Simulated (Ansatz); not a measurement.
# KNa2LuF6: complex band structure, part 2 of 2

Aim: relax a made-up compound, KNa2LuF6, and see how good a tunnel barrier it would be. It is built by putting Na for Rb, Lu for In in the KRb2InF6 structure of space group I4/m, with the volume rescaled by atomic radii. The parent structure comes from the Materials Project.

Ansatz 0.2.0; PBE DFT, plane waves, PAW files (the session's first sound run).

So far, gap on path (eV): step 3 (band edges) 4.55.

The structure was built from a prototype and need not be the compound's stable phase.

## Step 7: Band edges at another level, cutoff 500 eV

This step: r2SCAN DFT, plane waves, PAW files (Ansatz 0.2.0).

The edges again with r2SCAN, at the same atoms. Against that run the cutoff is 500 eV against 420.

File input.yaml:

```yaml
crystal:
  lattice:
    - [-3.1516683546, 3.1516683546, 4.5173382287]
    - [3.1516683546, -3.1516683546, 4.5173382287]
    - [3.1516683546, 3.1516683546, -4.5173382287]
  atoms:
    - { symbol: K, position: [0.5, 0.5, 0.0] }
    - { symbol: Na, position: [0.75, 0.25, 0.5] }
    - { symbol: Na, position: [0.25, 0.75, 0.5] }
    - { symbol: Lu, position: [0.0, 0.0, 0.0] }
    - { symbol: F, position: [0.3193319085, 0.1210892641, 0.4404211726] }
    - { symbol: F, position: [0.6806680915, 0.8789107359, 0.5595788274] }
    - { symbol: F, position: [0.1210892641, 0.6806680915, 0.8017573557] }
    - { symbol: F, position: [0.8789107359, 0.3193319085, 0.1982426443] }
    - { symbol: F, position: [0.2336722118, 0.2336722118, 0.0] }
    - { symbol: F, position: [0.7663277882, 0.7663277882, 0.0] }
kpoints:
  mp_grid: { grid: [6, 6, 6] }
  band_path: { path: [VBM, CBM], npoints: 30 }
scf:
  occupations: { method: fixed }
hamiltonian:
  xc: r2scan
output:
  eigenvalues: true
```

On the command line:

```sh
$ ansatz run input.yaml --threads 2 --pin off --max-ram 4096MiB --backend cpu --events-out ev --progress --plain --runs-dir out
```

Run time: 27 s. Hardware: 2 threads of Intel Xeon 6975P-C (Granite Rapids), shared host; peak memory 1.1 GiB; 53 s of CPU time.

Numbers from this step:

- free energy: -24138.3654 eV
- Fermi energy: 1.269 eV
- gap on the k-mesh: 5.048 eV
- gap on path: 5.048 eV, by band count; negative where bands overlap
- direct gap on path: 5.048 eV

Levels at VBM (eV): -2.97, -2.73, -2.62, -2.60, -2.60, -2.25, -1.97, -1.97, -1.96, -1.84, -1.77, -1.74, -1.74, -1.41, -1.26, -1.26, -1.24, -1.24, -0.45, -0.33, -0.29, -0.29, -0.01, 0.00, 0.00, 5.05.

The searched edges give 5.05 eV, as on the mesh.

For the gap on path, step 3 gave 4.55 eV; this run, with r2SCAN and cutoff 500 eV, gives 5.05 eV.

## Step 8: Complex bands at another level, cutoff 500 eV

This step: r2SCAN DFT, plane waves, PAW files; complex bands by layer matching along the plane's normal (Ansatz 0.2.0).

The complex bands at that level, over its own gap, at (0, 0) and (0.5, 0).

File input.yaml:

```yaml
crystal:
  lattice:
    - [6.346051647, 0.0, 0.0]
    - [0.085142364, 6.345480461, 0.0]
    - [3.130454642, -3.172740231, 4.457132131]
  atoms:
    - { symbol: K, position: [0.5, 0.5, 0.0] }
    - { symbol: Na, position: [0.25, 0.25, 0.5] }
    - { symbol: Na, position: [0.75, 0.75, 0.5] }
    - { symbol: Lu, position: [0.0, 0.0, 0.0] }
    - { symbol: F, position: [0.8789107359, 0.1210892641, 0.4404211726] }
    - { symbol: F, position: [0.1210892641, 0.8789107359, 0.5595788274] }
    - { symbol: F, position: [0.3193319085, 0.6806680915, 0.8017573556] }
    - { symbol: F, position: [0.6806680915, 0.3193319085, 0.1982426444] }
    - { symbol: F, position: [0.2336722118, 0.2336722118, 0.0] }
    - { symbol: F, position: [0.7663277882, 0.7663277882, 0.0] }
kpoints:
  mp_grid: { grid: [6, 6, 6] }
scf:
  occupations: { method: fixed }
hamiltonian:
  xc: r2scan
output:
  eigenvalues: true
  transmission:
    leads: [[0, 0]]
    kpoints: [[0.0, 0.0], [0.5, 0.0]]
    e_range: [-1.0, 6.05]
    de: 0.18
```

It took 1.8 min on 2 threads; peak memory 1.9 GiB.

Numbers from this step:

```
level to which the leads are filled                       : 2.524 eV from the Fermi level
decay constant at the filling level, zone centre          : 0.4965 Å⁻¹
decay constant at the filling level, slowest listed point : 0.4965 Å⁻¹
```

K parallel (0, 0); values up to 1.5 1/Å, a degenerate pair printed once or twice; energies at which all values exceed this have no row. The Im kz of the slowest decaying states by energy, zero at the highest filled level on the SCF mesh:

| energy (eV) | decay 1 (Å⁻¹) | decay 2 (Å⁻¹) | decay 3 (Å⁻¹) | decay 4 (Å⁻¹) |
| --- | --- | --- | --- | --- |
| -1.00 | 0.353 | 0.409 | 0.519 | 0.579 |
| -0.46 | 0.462 | 0.556 | 0.650 | 0.655 |
| 0.08 | 0.239 | 0.379 | 0.409 | 0.697 |
| 0.44 | 0.400 | 0.515 | 0.638 | 0.745 |
| 0.98 | 0.470 | 0.579 | 0.772 | 0.794 |
| 1.52 | 0.499 | 0.615 | 0.807 | 0.830 |
| 2.06 | 0.506 | 0.638 | 0.801 | 0.857 |
| 2.60 | 0.496 | 0.654 | 0.789 | 0.875 |
| 2.96 | 0.480 | 0.661 | 0.779 | 0.884 |
| 3.50 | 0.439 | 0.668 | 0.763 | 0.893 |
| 4.04 | 0.373 | 0.670 | 0.748 | 0.897 |
| 4.58 | 0.265 | 0.669 | 0.732 | 0.896 |
| 4.94 | 0.131 | 0.666 | 0.720 | 0.868 |
| 5.48 | 0.658 | 0.702 | 0.814 | 0.885 |
| 6.02 | 0.647 | 0.682 | 0.761 | 0.872 |

K parallel (0.5, 0); values up to 1.5 1/Å, a degenerate pair printed once or twice; energies at which all values exceed this have no row. Im kz of the slowest decaying states against energy, zero at the highest filled level on the SCF mesh:

```
energy (eV)  decay 1 (Å⁻¹)  decay 2 (Å⁻¹)  decay 3 (Å⁻¹)  decay 4 (Å⁻¹)
      -1.00         0.0848          0.164          0.446          0.632
      -0.46          0.396          0.461          0.472          0.591
       0.08          0.381          0.472          0.689          0.753
       0.44          0.486          0.776          0.823          0.904
       0.98          0.546          0.827          0.898          0.925
       1.52          0.578          0.857          0.956          0.966
       2.06          0.597          0.886          0.951          0.970
       2.60          0.604          0.910          0.917          0.970
       2.96          0.605          0.886          0.925          0.967
       3.50          0.596          0.844          0.948          0.961
       4.04          0.574          0.805          0.952          0.978
       4.58          0.535          0.768          0.940           1.00
       4.94          0.496          0.746          0.930           1.01
       5.48          0.409          0.716          0.914          0.997
       6.02          0.266          0.689          0.896          0.960
```

At the listed wavevectors the last open channel is at -0.10 eV and the next at +5.12 eV on the grid. At +2.60 eV, the grid energy nearest the filling level (the middle of the gap on the SCF mesh), the slowest state at the listed wavevectors decays with κ = 0.496 Å⁻¹, its amplitude falling by e over 2.0 Å; the first such run, plane (110), gave 0.471 Å⁻¹.

## Step 9: What came out

| Item | Value |
| --- | --- |
| band gap | 4.55 eV |
| least decay constant at mid-gap, normal to (110) | 0.471 Å⁻¹ |
| least decay constant at mid-gap, normal to (001) | 0.440 Å⁻¹ |
| least decay constant on a mesh, normal to (110) | 0.469 Å⁻¹ |
| least decay constant, r2SCAN | 0.496 Å⁻¹ |

**Reading.** With PBE, the slowest decay at the wavevectors tried is κ = 0.440 Å⁻¹, normal to (001). Through such a film the transmission near mid-gap falls as exp(−2κd), a factor of ten every 2.6 Å. The directions tried decay at nearly the same rate. A free electron under a barrier of half the gap would need a mass of 0.32 mₑ to decay at this rate. With r2SCAN the gap goes from 4.55 to 5.05 eV and the decay constant, over the first 2 listed wavevectors, from 0.471 to 0.496 Å⁻¹. The compound is made up by substitution; its stability against other phases and against distortions of the cell's symmetry was not tested. A semilocal functional narrows gaps, so real decay constants are likely larger.

[Logs are printed without paths, hosts, clocks, repeated set-up lines and the standing remarks that a program may print on its own settings, such as how far it seeks lower states.]

[Hosts, paths, dates, database ids (printed as entryN), source tags and the programs' standing remarks are cut or masked in the printed files.]
